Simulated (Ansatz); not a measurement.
# From PBE to G0W0: Y4S3N2 (C2/m), part 2 of 3

How far does one-shot GW move the PBE gap of Y4S3N2 (C2/m)?

Ansatz 0.2.0; PBE, then G0W0 on it, plane waves, PAW. Known limits of the many-body steps: finite bands, screening cutoff and k mesh; no spin-orbit coupling in G0W0.

So far. Step 2 (The PBE band structure): Over mesh and path the gap is 1.428 eV, from k = (-0.500, -0.500, 0.500) to k = (-0.500, -0.500, 0.000). The least direct gap found is 1.468 eV, at k = (-0.500, -0.500, 0.500).

## Step 3: The quasiparticle correction

G0W0 replaces the xc potential by a self-energy built once from the orbitals of the start. Levels are corrected in the window of bands that the input names, at points of the mesh.

This step: G0W0 on PBE, plane waves, PAW; PAW set soft_1.

Input file input.yaml:

```yaml
crystal:
  lattice:
    - [6.4622478753, -1.9155154099, 0.0]
    - [6.4622478753, 1.9155154099, 0.0]
    - [-6.1150777327, 0.0, 7.7218549571]
  atoms:
    - { symbol: "Y", position: [0.76032434, 0.76032434, 0.64851811] }
    - { symbol: "Y", position: [0.23967566, 0.23967566, 0.35148189] }
    - { symbol: "Y", position: [0.43654668, 0.43654668, 0.14567864] }
    - { symbol: "Y", position: [0.56345332, 0.56345332, 0.85432136] }
    - { symbol: S, position: [0.0, 0.0, 0.0] }
    - { symbol: S, position: [0.17442465, 0.17442465, 0.78433872] }
    - { symbol: S, position: [0.82557535, 0.82557535, 0.21566128] }
    - { symbol: "N", position: [0.64303648, 0.64303648, 0.36114028] }
    - { symbol: "N", position: [0.35696352, 0.35696352, 0.63885972] }
kpoints:
  mp_grid: { grid: [4, 4, 2] }
hamiltonian:
  xc: pbe
  pseudopotentials: { kind: paw, azcp: { folder: soft_1 } }
scf:
  occupations: { method: fixed }
gw:
  n_empty_bands: 1048
  ecut_chi: 180.0
  qp_bands: [v3, c3]
  qp_kpoints: band_edges
  screening: { model: contour_deformation }
```

On the command line:

```bash
$ ansatz run input.yaml --threads 2 --pin off --max-ram 92160MiB --backend cuda --events-out ev --progress --plain --runs-dir out --devices 1 --max-vram 13GiB
```

Numbers of over 12 decimals in the logs are rounded to 6 here.

The program printed:

```text
GPUs: using 1 of 1 available (devices: 1).
[...]
GPU FFT provider: cuFFT
GPU libraries: cuBLAS 13.8.2, cuFFT 12.4.0, cuSOLVER 12.3.4
Crystal: 9 atoms, lattice volume = 191.171 Å³
Basis set: ecut = 420 eV, 3763 PW (Γ)
Bands: 45, of which v1, the nominal top of the filled ones, is band 36 counted from 1 (35 counted from 0)
Symmetry: 4 space group operations
[...]
k-points: 14 of 32
[...]
GPU buffer pool allocated for 165888 grid points (all kernels)
[...]
SCF iter   1: F=—  HF=-18889.034466 eV  |F-HF|=—  |Δ(HF+E_count)|=         —  Δρ=5.36e-2  dr2=1.05e1  ethr=3.10e-3  ⟨swp⟩=5.0  Hψ=2255  notcnv=0  defer=85
[...]
SCF iter  10: F=-18886.652592 eV  HF=-18886.652592 eV  |F-HF|=9.43e-9  |Δ(HF+E_count)|=   1.05e-7  Δρ=2.08e-6  dr2=1.34e-8  ethr=1.39e-10  ⟨swp⟩=14.3  Hψ=2780  notcnv=0
SCF 1 converged in 10 iterations: F = -18886.652592 eV  dr2 = 1.34e-8
[...]
NSCF: frozen V_eff on 14 k-points
the band table was solved once the SCF had ended and its energy, with any forces and stress, was formed, with the checks that follow a solve (2600 applications of the Hamiltonian). They found nothing against the state; the energy, forces and stress were not computed again (output.eigenvalues in the input reference)
[...]
G₀W₀ screening: q 1/14
[... further progress lines ...]
[...]
SCF converged after 10 iterations
Free energy (F): -18886.652592 eV
[...]
Internal energy: -18886.652592 eV  (E = F + TS)
E sigma→0 (E₀):  -18886.652592 eV
Fermi energy:    8.018904 eV
[...]
--- Band table (eV; the first three rows and the last of 14) ---
  k-point 0: bands = [... 32 lower, 6.7893, 7.1764, 7.3814, 7.8685, 9.8050, 10.7275, 11.1938, 11.4656, ... 5 higher]
  k-point 1: bands = [... 32 lower, 6.8577, 7.2538, 7.3109, 7.4444, 9.8545, 10.6396, 11.2803, 11.6065, ... 5 higher]
  k-point 2: bands = [... 32 lower, 6.9166, 7.2267, 7.2904, 7.5143, 10.8553, 11.2199, 11.4118, 11.7126, ... 5 higher]
  k-point 13: bands = [... 32 lower, 6.9358, 6.9749, 7.1607, 8.0189, 9.4882, 10.5241, 11.3590, 11.4298, ... 5 higher]
--- G₀W₀: contour deformation, 7 samples at zero and on the imaginary axis and 1 off it, 32 q-points, 1048 empty bands' worth ---
  eigenvalues of the whole cell's RPA ε∞ on this k-mesh (on a slab, of 1 + 4πα/V) = 5.8816, 6.0777, 6.4778; static W/v taken at q = 0 is 0.161559
  gw.qp_kpoints: band_edges: 12 of 14 stored k-points solved, in 1 pass; an edge of the gap read off the rows below is read off those points alone
    valence top: of the k-points left out ik 10 came nearest to being solved in a further pass, in band 36 (counted from 1, as in the quasiparticle table): it holds the edge there only if its correction is more favourable than any solved in that band by at least 0.558 eV; those differ by 0.166 eV
    conduction bottom: of the k-points left out ik 8 came nearest to being solved in a further pass, in band 37 (counted from 1, as in the quasiparticle table): it holds the edge there only if its correction is more favourable than any solved in that band by at least 0.693 eV; those differ by 0.150 eV
    ik  band        ε_KS         Σx   Σc(E_QP)       V_xc       Z   E_QP_lin       E_QP  E_QP is
     0    34      7.1764   -18.2176     2.0702   -15.3399  0.7501     6.3571     6.3690  root
     0    35      7.3814   -19.0437     2.2336   -16.0982  0.7450     6.6606     6.6694  root
     0    36      7.8685   -20.2317     2.5217   -17.1393  0.7383     7.2921     7.2977  root
     0    37      9.8050    -7.5458    -4.4205   -12.3603  0.7856    10.2011    10.1990  root
     0    38     10.7275    -7.7764    -4.6848   -12.9291  0.7778    11.1988    11.1954  root
     0    39     11.1938    -6.6799    -4.1386   -10.9667  0.7926    11.3423    11.3420  root
     1    34      7.2538   -18.8973     2.1589   -15.9381  0.7506     6.4428     6.4537  root
     1    35      7.3109   -20.1729     2.8195   -16.7622  0.7304     6.7124     6.7198  root
     1    36      7.4444   -18.8427     2.2033   -15.9176  0.7438     6.7132     6.7227  root
     1    37      9.8545    -7.5587    -4.4675   -12.4298  0.7845    10.2604    10.2581  root
     1    38     10.6396    -7.5758    -4.6332   -12.6526  0.7803    11.0862    11.0831  root
     1    39     11.2803    -7.4242    -4.6707   -12.5455  0.7832    11.7341    11.7309  root
     2    34      7.2267   -18.8292     2.5183   -15.6471  0.7327     6.5535     6.5630  root
     2    35      7.2904   -19.4881     2.5546   -16.3079  0.7334     6.6569     6.6647  root
     2    36      7.5143   -19.5712     2.5125   -16.4396  0.7376     6.8880     6.8953  root
     2    37     10.8553    -7.9907    -4.6992   -13.1470  0.7756    11.3158    11.3124  root
     2    38     11.2199    -8.2500    -4.5198   -13.2279  0.7822    11.6811    11.6780  root
     2    39     11.4118    -7.2624    -4.6743   -12.3525  0.7811    11.8304    11.8276  root
     3    34      7.1443   -19.1570     2.6058   -15.9383  0.7287     6.5231     6.5315  root
     3    35      7.3144   -19.8767     2.6818   -16.5795  0.7323     6.6914     6.6990  root
     3    36      7.4519   -19.5685     2.5303   -16.4114  0.7359     6.8176     6.8251  root
     3    37     10.8336    -7.8643    -4.5333   -12.8114  0.7791    11.2499    11.2473  root
     3    38     11.0610    -7.4695    -4.7029   -12.6004  0.7798    11.4920    11.4889  root
     3    39     11.3897    -7.9137    -4.4635   -12.8029  0.7830    11.8181    11.8154  root
     4    34      7.2025   -19.4658     2.7299   -16.1048  0.7294     6.5627     6.5715  root
     4    35      7.4681   -19.2939     2.5864   -16.0871  0.7325     6.8400     6.8477  root
     4    36      7.5061   -19.4033     2.5475   -16.2366  0.7346     6.8795     6.8870  root
     4    37     10.6221    -8.2772    -4.2321   -12.9240  0.7828    11.0391    11.0368  root
     4    38     11.0367    -7.0768    -4.2541   -11.6464  0.7858    11.3535    11.3521  root
     4    39     11.9433    -8.4378    -4.9178   -13.8853  0.7671    12.4784    12.4730  root
     5    34      7.0094   -19.9296     2.8459   -16.5128  0.7253     6.4310     6.4385  root
     5    35      7.2450   -18.8450     2.6098   -15.6010  0.7310     6.6020     6.6108  root
     5    36      7.4543   -19.2897     2.6191   -16.0732  0.7297     6.8496     6.8570  root
     5    37     10.4551    -8.0316    -3.9893   -12.3561  0.7841    10.7916    10.7902  root
     5    38     11.3803    -7.7282    -4.6681   -12.8400  0.7806    11.8271    11.8239  root
     5    39     11.5229    -8.8074    -4.4879   -13.7791  0.7783    12.0102    12.0066  root
     6    34      7.1465   -18.6917     2.4196   -15.5858  0.7354     6.4501     6.4603  root
     6    35      7.2176   -19.0360     2.3691   -16.0017  0.7392     6.5441     6.5524  root
     6    36      7.6887   -20.0068     2.5456   -16.8686  0.7376     7.0898     7.0961  root
     6    37      9.5407    -7.7147    -4.1658   -12.2226  0.7868     9.8843     9.8828  root
[...]
12    34      6.9699   -19.4270     2.6159   -16.0579  0.7384     6.2043     6.2167  root
    12    35      7.0589   -19.1537     2.5644   -15.9610  0.7324     6.4225     6.4307  root
    12    36      7.0837   -20.0134     2.8300   -16.6278  0.7267     6.5210     6.5281  root
    12    37      9.4481    -8.2866    -3.9332   -12.5265  0.7840     9.7559     9.7548  root
    12    38     10.8896    -7.6985    -4.7384   -12.9052  0.7764    11.3614    11.3578  root
    12    39     11.4666    -7.1880    -4.4558   -12.0004  0.7856    11.8251    11.8231  root
    13    34      6.9749   -17.4056     2.1500   -14.5508  0.7405     6.2591     6.2701  root
    13    35      7.1607   -19.3644     2.5816   -16.1793  0.7316     6.5498     6.5572  root
    13    36      8.0189   -20.1330     2.4272   -17.1273  0.7409     7.4350     7.4405  root
    13    37      9.4882    -8.2694    -3.9546   -12.5436  0.7839     9.8089     9.8078  root
    13    38     10.5241    -6.9869    -4.3316   -11.6207  0.7871    10.8277    10.8263  root
    13    39     11.3590    -8.5898    -4.7871   -13.9614  0.7847    11.9486    11.9435  root
```

Elapsed: 91 s, on 1 × NVIDIA H100 80GB HBM3 (shared by 6 runs) with 2 threads of AMD EPYC 7R13 (Zen 3), shared host; peak memory 4.3 GiB.

Numbers from this step:

- bands summed: 1084
- RPA ε∞ on this mesh (eigenvalues): 5.882, 6.078, 6.478
- plane waves in the screening matrix: 1059
- q-points in the mesh: 32
- G0W0 gap over the corrected points: 2.314 eV
- k of the valence top: -0.5, -0.5, -0.5
- k of the conduction bottom: -0.5, -0.5, 0
- starting gap on the mesh: 1.429 eV
- Z at the valence top: 0.7409
- Z at the conduction bottom: 0.7840
- least direct G0W0 gap over the corrected points: 2.367 eV

Over 12 of 14 irreducible mesh points the G0W0 gap is 2.314 eV, from k = (-0.500, -0.500, -0.500) to k = (-0.500, -0.500, 0.000). The PBE gap of this run on the mesh is 1.429 eV. The two states that bound the G0W0 gap lie that far apart at the start, so the correction of the gap is 2.314 − 1.429 = +0.885 eV. The start of this run differs from the step before in mesh (6×6×4 and 4×4×2).

Labels follow the order of the start: v1 is the top filled band, c1 the lowest empty one; levels that stay degenerate share a row, the window can cut a multiplet, doubted levels are not marked in this list, bands outside the window were not corrected, and the list may be a part of the corrected levels. The levels before and after the correction (eV, zero at the valence-band top of each column):

```csv
,conduction bottom,valence top
Kohn-Sham,1.43,0.00
G0W0,2.31,0.00
```

```csv
,level,occupation,energy (eV)
Kohn-Sham,(-0.5 -0.5 0) v3,2,-1.049
Kohn-Sham,(-0.5 -0.5 0) v2,2,-0.960
Kohn-Sham,(-0.5 -0.5 0) v1,2,-0.935
Kohn-Sham,(-0.5 -0.5 0) c1,0,1.429
Kohn-Sham,(-0.5 -0.5 0) c2,0,2.871
Kohn-Sham,(-0.5 -0.5 0) c3,0,3.448
Kohn-Sham,(-0.5 -0.5 -0.5) v3,2,-1.044
Kohn-Sham,(-0.5 -0.5 -0.5) v2,2,-0.858
Kohn-Sham,(-0.5 -0.5 -0.5) v1,2,0.000
Kohn-Sham,(-0.5 -0.5 -0.5) c1,0,1.469
Kohn-Sham,(-0.5 -0.5 -0.5) c2,0,2.505
Kohn-Sham,(-0.5 -0.5 -0.5) c3,0,3.340
G0W0,(-0.5 -0.5 0) v3,2,-1.224
G0W0,(-0.5 -0.5 0) v2,2,-1.010
G0W0,(-0.5 -0.5 0) v1,2,-0.912
G0W0,(-0.5 -0.5 0) c1,0,2.314
G0W0,(-0.5 -0.5 0) c2,0,3.917
G0W0,(-0.5 -0.5 0) c3,0,4.383
G0W0,(-0.5 -0.5 -0.5) v3,2,-1.170
G0W0,(-0.5 -0.5 -0.5) v2,2,-0.883
G0W0,(-0.5 -0.5 -0.5) v1,2,0.000
G0W0,(-0.5 -0.5 -0.5) c1,0,2.367
G0W0,(-0.5 -0.5 -0.5) c2,0,3.386
G0W0,(-0.5 -0.5 -0.5) c3,0,4.503
```

The parts of the quasiparticle energy for the two states that bound the G0W0 gap, in eV on the run's own scale (QP = start + Σx + Σc − Vxc, with Σc at the quasiparticle energy):

```csv
edge,k,band,start,Σx,Σc,Vxc,Z,QP
valence top,"(-0.500, -0.500, -0.500)",36,8.019,−20.133,2.427,−17.127,0.741,7.441
conduction bottom,"(-0.500, -0.500, 0.000)",37,9.448,−8.287,−3.933,−12.527,0.784,9.755
```

[end of part 2 of 3]

[Paths, hosts, dates, memory and timing lines, banners, echoed tables and standing remarks are left out of the program output.]

[Logs are printed without paths, hosts, clocks, repeated set-up lines and the standing remarks that a program may print on its own settings, such as how far it seeks lower states.]

[Runs of the session that timed out or met a known fault of the program may be left out.]

[Cells called generated may have been cut or substituted from an entry of the Crystallography Open Database or the Materials Project.]

[Hosts, paths, dates, database ids (printed as entryN), source tags and the programs' standing remarks are cut or masked in the printed files.]

[Where an RPA ε∞ is given, it is that of the G0W0 mesh and is not shown converged in it. Names of k-points follow the symmetry that the program found, which can be lower than the space group named. Band edges on a path are those of the sampled points; other points can move an edge, and change direct to indirect where valleys lie close.]

[Hybrid gaps are those of their k-mesh and are not shown converged in it.]
